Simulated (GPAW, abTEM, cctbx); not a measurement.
# ZnFeCo3Se4: the scripts behind a bonding study

Short scripts, each with its output. The start was made by putting kin elements into a known structure type; the compound need not exist, or be stable, in this form.

**1. Relax the structure**

```text
cell
1.0
     5.670000000    0.000000000    0.000000000
     0.000000000    5.670000000    0.000000000
     0.000000000    0.000000000    5.670000000
Se Zn Co Fe
4 1 3 1
Direct
0.757700000 0.242300000 0.757700000
0.242300000 0.757700000 0.757700000
0.757700000 0.757700000 0.242300000
0.242300000 0.242300000 0.242300000
0.500000000 0.500000000 0.500000000
0.500000000 0.000000000 0.000000000
0.000000000 0.000000000 0.500000000
0.000000000 0.500000000 0.000000000
0.000000000 0.000000000 0.000000000
```

```python
from ase.constraints import FixSymmetry
from ase.filters import FrechetCellFilter
from ase.io import read, write
from ase.optimize import BFGS
from ase.parallel import parprint
from gpaw import GPAW, PW, FermiDirac

atoms = read("start.vasp")
atoms.set_initial_magnetic_moments([0, 0, 0, 0, 0, 2, 2, 2, 3])
atoms.set_constraint(FixSymmetry(atoms))
atoms.calc = GPAW(mode=PW(570), xc="PBE", kpts={"size": (3, 3, 3), "gamma": True},
                 occupations=FermiDirac(0.05), maxiter=120, symmetry={"tolerance": 1e-5}, txt="relax.txt")
BFGS(FrechetCellFilter(atoms), maxstep=0.15).run(fmax=0.03, steps=40)
parprint("cell  %.4f %.4f %.4f  %.2f %.2f %.2f" % tuple(atoms.cell.cellpar()))
parprint("volume %.3f A^3, largest force %.3f eV/A, largest stress %.2f GPa" % (atoms.get_volume(), abs(atoms.get_forces()).max(), 160.218 * abs(atoms.get_stress()).max()))
atoms.set_constraint()
write("relaxed.vasp", atoms, direct=True)
```

```console
$ OMP_NUM_THREADS=1 mpirun -n 4 gpaw python run.py > gpaw.log
```

```text
      Step        Energy          fmax
BFGS:    0      -49.357027        0.504635
BFGS:    1      -49.373254        0.494822
BFGS:    2      -49.477180        0.510006
BFGS:    3      -49.498875        0.271496
BFGS:    4      -49.507667        0.239943
BFGS:    5      -49.523434        0.124780
BFGS:    6      -49.525726        0.018621
cell  5.5422 5.5422 5.5422  90.00 90.00 90.00
volume 170.234 A^3, largest force 0.011 eV/A, largest stress 0.08 GPa
```

Time: 1.9 min on 4 cores of AMD EPYC 7R13 Processor (Zen 3) (shared host), peak memory 1.4 GiB.

**2. Build the all-electron density and subtract free atoms**

```text
cell
1.0
     5.542195250    0.000000000    0.000000000
     0.000000000    5.542195250    0.000000000
     0.000000000    0.000000000    5.542195250
Se Zn Co Fe
4 1 3 1
Direct
0.752192680 0.247807320 0.752192680
0.247807320 0.752192680 0.752192680
0.752192680 0.752192680 0.247807320
0.247807320 0.247807320 0.247807320
0.500000000 0.500000000 0.500000000
0.500000000 0.000000000 0.000000000
0.000000000 0.000000000 0.500000000
0.000000000 0.500000000 0.000000000
0.000000000 0.000000000 0.000000000
```

```python
import numpy as np
from ase.io import read
from ase.units import Bohr
from gpaw import GPAW, PW, FermiDirac
from gpaw.calculator import GPAW as OldGPAW
from gpaw.mpi import serial_comm, world
from scipy.special import erfc
from scipy.spatial import cKDTree

atoms = read("cell.vasp")
atoms.set_initial_magnetic_moments([0, 0, 0, 0, 0, 2, 2, 2, 3])
atoms.calc = GPAW(mode=PW(450), xc="PBE", kpts={"size": (4, 4, 4), "gamma": True},
                 occupations=FermiDirac(0.05), maxiter=120, symmetry={"tolerance": 1e-5}, txt="scf.txt")
atoms.get_potential_energy()
rho = atoms.calc.get_all_electron_density(gridrefinement=2)
moments = atoms.get_magnetic_moments() if atoms.calc.get_number_of_spins() == 2 else np.zeros(len(atoms))
total = atoms.get_magnetic_moment() if moments.any() else 0.0
if world.rank == 0:
    free = OldGPAW(mode=PW(450), xc="PBE", txt=None, communicator=serial_comm)
    neutral = atoms.copy()
    neutral.set_initial_magnetic_moments(None)
    free.initialize(neutral)
    free.set_positions(neutral)
    drho = rho - free.get_all_electron_density(gridrefinement=2)
    # GPAW starts from confined atoms: exchange their smooth part for that of the datasets' free atoms
    h = np.stack(np.meshgrid(*[np.fft.fftfreq(n, 1 / n) for n in drho.shape], indexing="ij"), -1)
    gabs = np.linalg.norm(h @ atoms.cell.reciprocal(), axis=-1)
    tails = np.fft.fftn(free.get_pseudo_density(gridrefinement=2))
    g, form, v0 = np.linspace(0, gabs.max(), 1500), {}, 0
    for e in set(atoms.symbols):
        idx = atoms.symbols.search(e)
        d = free.setups[idx[0]].data
        r, w = d.rgd.r_g * Bohr, d.rgd.r_g**2 * d.rgd.dr_g
        j0 = np.sinc(2 * g[:, None] * r)
        smooth = sum(f * p**2 for f, p in zip(d.f_j, d.phit_jg)) + np.sqrt(4 * np.pi) * d.nct_g
        full = sum(f * p**2 for f, p in zip(d.f_j, d.phi_jg)) + np.sqrt(4 * np.pi) * d.nc_g
        phase = sum(np.exp(-2j * np.pi * h @ s) for s in atoms.get_scaled_positions()[idx])
        tails -= np.interp(gabs, g, j0 @ (smooth * w)) * phase * drho.size / atoms.get_volume()
        form[e] = j0 @ (full * w)
        v0 += 2 * np.pi / 3 * 14.3996 * (full * w * r**2).sum() * len(idx)  # V A^3
    tails *= 0.5 * erfc((gabs - 1.8) / 0.25)  # the tails differ at long wavelengths alone
    drho += np.fft.ifftn(tails).real  # crystal minus superposed spherical free atoms
    np.save("drho.npy", drho)
    dv = atoms.get_volume() / drho.size
    print("grid", drho.shape, " electrons %.3f" % (rho.sum() * dv), " moved by bonding %.3f e" % (abs(drho).sum() * dv / 2))
    pts = np.indices(drho.shape).reshape(3, -1).T / drho.shape @ atoms.cell
    shifts = (np.indices((3, 3, 3)).reshape(3, -1).T - 1) @ atoms.cell
    images = (atoms.positions[None] + shifts[:, None]).reshape(-1, 3)
    dist, idx = cKDTree(images).query(pts, k=4)
    out = drho.ravel()[dist[:, 0] > 0.5]
    print("deformation density beyond 0.5 A of the nuclei: max %.3f, min %.3f e/A^3" % (out.max(), out.min()))
    tie = dist < dist[:, :1] + 1e-4
    q = -np.bincount((idx % len(atoms))[tie], (drho.ravel()[:, None] / tie.sum(1, keepdims=True) * tie)[tie], len(atoms)) * dv
    print("atom        x       y       z   Voronoi charge  moment")
    for a, s, c, m in zip(atoms, atoms.get_scaled_positions(), q, moments):
        print("%-2s%-3d %7.4f %7.4f %7.4f %10.3f %10.2f" % (a.symbol, a.index + 1, *s, c, m))
    np.savez("free.npz", g=g, **form)
    print("mean inner potential of superposed free atoms %.3f V" % (v0 / atoms.get_volume()))
    print("total magnetic moment %.3f muB" % total)
```

```console
$ OMP_NUM_THREADS=1 mpirun -n 4 gpaw python run.py > gpaw.log
```

```text
grid (56, 56, 56)  electrons 273.000  moved by bonding 1.831 e
deformation density beyond 0.5 A of the nuclei: max 0.486, min -0.171 e/A^3
atom        x       y       z   Voronoi charge  moment
Se1    0.7522  0.2478  0.7522     -0.017       0.06
Se2    0.2478  0.7522  0.7522     -0.017       0.06
Se3    0.7522  0.7522  0.2478     -0.017       0.06
Se4    0.2478  0.2478  0.2478     -0.017       0.06
Zn5    0.5000  0.5000  0.5000      0.306       0.08
Co6    0.5000  0.0000  0.0000     -0.076       1.49
Co7    0.0000  0.0000  0.5000     -0.076       1.49
Co8    0.0000  0.5000  0.0000     -0.076       1.49
Fe9    0.0000  0.0000  0.0000     -0.010       2.63
mean inner potential of superposed free atoms 17.223 V
total magnetic moment 8.093 muB
```

Time: 33 s.

**3. Fourier-transform the difference**

```python
from cctbx import adptbx, crystal, miller, xray
from cctbx.eltbx import tiny_pse
import numpy as np

cs = crystal.symmetry(unit_cell=(5.5422, 5.5422, 5.5422, 90, 90, 90), space_group_symbol='Hall: P -4 2 3')  # P-43m
atoms = [  # label, site, U (iso, or U11 U22 U33 U12 U13 U23 in A^2), occupancy
    ("Se1", (0.75219, 0.24781, 0.75219), 0.0000, 1),
    ("Zn1", (0.5, 0.5, 0.5), 0.0000, 1),
    ("Co1", (0.5, 0, 0), 0.0000, 1),
    ("Fe1", (0, 0, 0), 0.0000, 1),
]
xs = xray.structure(crystal_symmetry=cs)
for label, site, u, occ in atoms:
    u = adptbx.u_cif_as_u_star(cs.unit_cell(), u) if isinstance(u, tuple) else u
    xs.add_scatterer(xray.scatterer(label, site=site, u=u, occupancy=occ))
xs.scattering_type_registry(table="wk1995")
drho = np.load("drho.npy")
T = np.array([[1, 0, 0], [0, 1, 0], [0, 0, 1]])  # conventional axes in terms of the primitive ones
dF = np.fft.ifftn(drho) * 170.23367  # electrons a conventional cell, indexed by primitive hkl
ms = miller.build_set(cs, anomalous_flag=False, d_min=0.9).sort("resolution")
iam = ms.structure_factors_from_scatterers(xs, algorithm="direct").f_calc()
p1 = xs.expand_to_p1()
z = np.array([tiny_pse.table(sc.scattering_type).atomic_number() for sc in p1.scatterers()])
x = np.array(p1.sites_frac())
free = np.load("free.npz")
print("static structure factors of the conventional cell: F in electrons, V (Mott-Bethe) in volts")
print("   h  k  l      d  |F| table  |F| free   |F| DFT   change   |V| free  |V| DFT  change %")
for h, d, table in list(zip(ms.indices(), ms.d_spacings().data(), iam.data()))[:16]:
    df = dF[tuple(np.rint(np.linalg.solve(T, h)).astype(int))]
    phase = np.exp(2j * np.pi * x @ h)
    f = sum(np.interp(1 / d, free["g"], free[sc.scattering_type]) * p for sc, p in zip(p1.scatterers(), phase))
    fz = (z * phase).sum()
    c = 14.3996 * d * d / (np.pi * cs.unit_cell().volume())
    v0, v1 = abs(fz - f) * c, abs(fz - f - df) * c
    print("%4d%3d%3d %7.4f %9.3f %9.3f %9.3f %8.3f %9.3f %8.3f %8s" % (h + (d, abs(table), abs(f), abs(f + df), abs(f + df) - abs(f), v0, v1, "%.1f" % (100 * (v1 / v0 - 1)) if v0 > 0.02 else "-")))
```

```console
$ python run.py
```

```text
static structure factors of the conventional cell: F in electrons, V (Mott-Bethe) in volts
   h  k  l      d  |F| table  |F| free   |F| DFT   change   |V| free  |V| DFT  change %
   0  1  0  5.5422    22.619    22.661    23.105    0.444     1.828    1.461    -20.1
   0  1  1  3.9189    25.894    25.906    25.775   -0.131     1.290    1.344      4.2
   1  1  1  3.1998   136.249   136.276   136.761    0.485     6.635    6.502     -2.0
   0  2  0  2.7711     0.042     0.401     0.061   -0.340     0.300    0.230    -23.4
   0  2  1  2.4785    15.330    15.237    15.523    0.286     0.975    0.927     -4.9
   1  2  1  2.2626    22.652    22.554    22.485   -0.069     0.918    0.928      1.0
   0  2  2  1.9595   197.278   196.659   196.619   -0.040     7.881    7.885      0.1
   1  2  2  1.8474    15.937    15.862    15.883    0.022     0.828    0.826     -0.2
   0  3  0  1.8474    10.595    10.523    10.565    0.042     0.631    0.627     -0.6
   0  3  1  1.7526    20.206    20.080    19.987   -0.093     0.731    0.739      1.0
   1  3  1  1.6710   109.350   109.056   108.744   -0.312     3.851    3.874      0.6
   2  2  2  1.5999     2.928     3.262     3.108   -0.153     0.304    0.293     -3.7
   0  3  2  1.5371    16.718    16.690    16.681   -0.009     0.758    0.759      0.1
   1  3  2  1.4812    18.725    18.622    18.607   -0.014     0.632    0.633      0.1
   0  4  0  1.3856   166.635   166.149   166.256    0.107     5.512    5.507     -0.1
   2  3  2  1.3442     8.301     8.317     8.315   -0.001     0.442    0.442      0.0
```

Time: 0.33 s on 1 core of AMD EPYC 7R13 Processor (Zen 3) (shared host), peak memory 0.08 GiB.

**4. Propagate a plane wave with and without the bonding term**

```python
import abtem
import numpy as np
from ase.build import make_supercell
from ase.io import read

abtem.config.set({"dask.lazy": False, "fft": "fftw", "diagnostics.progress_bar": False})
M = [[0, 0, 1], [1, -1, 0], [1, 1, 0]]  # rows: x, y and beam direction in the primitive cell's axes
unit = make_supercell(read("cell.vasp"), M)
unit.set_cell(list(unit.cell.lengths()) + [90, 90, 90], scale_atoms=True)
unit.positions[:, 2] += 0.4899  # keeps atomic planes off the slice boundaries
unit.wrap()
slab = unit * (1, 1, 78)
print(slab.get_chemical_formula(), "| box %.2f x %.2f x %.2f A" % tuple(slab.cell.lengths()))

# change of the potential by bonding, from the DFT deformation density (Poisson's equation term by term)
drho = np.load("drho.npy")
prim = read("cell.vasp")
h = np.stack(np.meshgrid(*[np.fft.fftfreq(n, 1 / n) for n in drho.shape], indexing="ij"), -1).reshape(-1, 3).astype(int)
g2 = ((h @ prim.cell.reciprocal()) ** 2).sum(1)
keep = (g2 > 0) & (g2 < 2.5**2)
shape = (159, 224, 48)
vg = np.zeros(shape, complex)
hm = h[keep] @ np.array(M).T
move = np.exp(-2j * np.pi * hm[:, 2] * (0.4899 / unit.cell[2, 2] - 0.5 / shape[2]))  # the same shift, sampled at mid-points
vg[tuple(hm.T % np.array(shape)[:, None])] = -14.3996 / np.pi * (np.fft.fftn(drho).ravel() / drho.size)[keep] / g2[keep] * move
dV = np.fft.ifftn(vg).real * vg.size
dV = dV.reshape(159, 224, 8, 6).mean(3) * unit.cell[2, 2] / 8  # V A, projected in each slice
dV = np.tile(dV.transpose(2, 0, 1), (78, 1, 1))


def build(atoms):
    p = abtem.Potential(atoms, gpts=(159, 224), slice_thickness=[slab.cell[2, 2] / 624] * 624,
                        parametrization="lobato", projection="infinite", exit_planes=48).build()
    p.array[:] += BONDING * dV
    return p


def potentials():
    yield build(slab)  # atoms at rest


for label, BONDING in (("IAM", 0.0), ("DFT", 1.0)):
    print("=====", label)
    potential = build(slab)
    print("grid", potential.gpts, "slices", potential.num_slices)
    thickness = potential.exit_thicknesses
    wave = abtem.PlaneWave(energy=300000)
    dp = np.mean([wave.multislice(p).diffraction_patterns(max_angle="valid").array for p in potentials()], axis=0)
    hkl = [(0, 0, 0), (0, 0, 1), (1, -1, 0), (1, -1, 1), (0, 0, 2), (1, -1, 2), (2, -2, 0)]
    nx, ny = dp.shape[-2:]
    print("intensity of each beam, fraction of the incident wave")
    print("  t (A)" + "".join("%9s" % " ".join(map(str, h)) for h in hkl) + "  diffuse    total")
    grid = np.zeros((nx, ny), bool)
    grid[nx // 2 % 1::1, ny // 2 % 1::1] = True
    for t, a in list(zip(thickness, dp))[1:]:
        idx = [np.rint(np.array(M) @ np.linalg.solve([[1, 0, 0], [0, 1, 0], [0, 0, 1]], h)).astype(int) for h in hkl]
        print("%7.1f" % t + "".join("%9.5f" % a[nx // 2 + i[0] * 1, ny // 2 + i[1] * 1] for i in idx) + "%9.4f%9.4f" % (a[~grid].sum(), a.sum()))
```

```console
$ python run.py
```

```text
Co468Fe156Se624Zn156 | box 5.54 x 7.84 x 611.35 A
===== IAM
grid (159, 224) slices 624
intensity of each beam, fraction of the incident wave
  t (A)    0 0 0    0 0 1   1 -1 0   1 -1 1    0 0 2   1 -1 2   2 -2 0  diffuse    total
   47.0  0.56549  0.00315  0.00159  0.02260  0.00233  0.00145  0.03505   0.0000   0.9964
   94.1  0.63453  0.01084  0.00776  0.01586  0.01164  0.00486  0.01543   0.0000   0.9894
  141.1  0.58296  0.02473  0.01601  0.00936  0.00132  0.00996  0.02289   0.0000   0.9860
  188.1  0.35176  0.03155  0.02282  0.00065  0.04851  0.01330  0.04179   0.0000   0.9793
  235.1  0.34488  0.03902  0.03206  0.00595  0.06180  0.01134  0.03157   0.0000   0.9726
  282.2  0.38005  0.03829  0.02725  0.01077  0.03286  0.01096  0.02029   0.0000   0.9641
  329.2  0.30232  0.03020  0.02582  0.01290  0.10783  0.00697  0.03169   0.0000   0.9579
  376.2  0.42144  0.02446  0.01490  0.00028  0.06881  0.00887  0.02261   0.0000   0.9495
  423.2  0.55114  0.01046  0.00687  0.01460  0.04733  0.00727  0.00402   0.0000   0.9455
  470.3  0.37930  0.00425  0.00195  0.02904  0.05947  0.00418  0.02392   0.0000   0.9418
  517.3  0.58185  0.00035  0.00260  0.01144  0.03761  0.00286  0.00497   0.0000   0.9370
  564.3  0.48298  0.00135  0.00628  0.01751  0.01550  0.00238  0.01455   0.0000   0.9358
  611.4  0.31267  0.00481  0.01172  0.03241  0.04422  0.00569  0.02776   0.0000   0.9311
===== DFT
grid (159, 224) slices 624
intensity of each beam, fraction of the incident wave
  t (A)    0 0 0    0 0 1   1 -1 0   1 -1 1    0 0 2   1 -1 2   2 -2 0  diffuse    total
   47.0  0.56884  0.00234  0.00153  0.02229  0.00233  0.00128  0.03490   0.0000   0.9964
   94.1  0.63454  0.00883  0.00730  0.01713  0.01207  0.00403  0.01517   0.0000   0.9893
  141.1  0.59376  0.02026  0.01690  0.01179  0.00127  0.00932  0.02193   0.0000   0.9860
  188.1  0.36346  0.02950  0.02320  0.00133  0.04868  0.01190  0.03970   0.0000   0.9792
  235.1  0.34369  0.04510  0.02983  0.00863  0.05918  0.00905  0.03089   0.0000   0.9723
  282.2  0.38179  0.04798  0.02869  0.01041  0.03040  0.01188  0.01866   0.0000   0.9637
  329.2  0.30150  0.04096  0.02798  0.01005  0.09787  0.01025  0.02991   0.0000   0.9576
  376.2  0.39306  0.04497  0.01298  0.00106  0.05978  0.01149  0.02384   0.0000   0.9493
  423.2  0.54581  0.02455  0.00810  0.01044  0.03802  0.01315  0.00318   0.0000   0.9453
  470.3  0.37298  0.01163  0.00275  0.02763  0.04655  0.01215  0.02246   0.0000   0.9420
  517.3  0.55874  0.00647  0.00188  0.01362  0.02975  0.00725  0.00602   0.0000   0.9371
  564.3  0.50318  0.00260  0.00638  0.01691  0.00878  0.00609  0.01056   0.0000   0.9362
  611.4  0.32352  0.01035  0.00693  0.03304  0.03169  0.00889  0.02442   0.0000   0.9318
```

Time: 18 s.

[Outputs are excerpts: Python notices, other lines and further rows are left out; steps that failed or that the build refused (PBEsol, TPSS) are not shown.]

[Logs are printed without paths, hosts, clocks, repeated set-up lines and the standing remarks that a program may print on its own settings, such as how far it seeks lower states.]
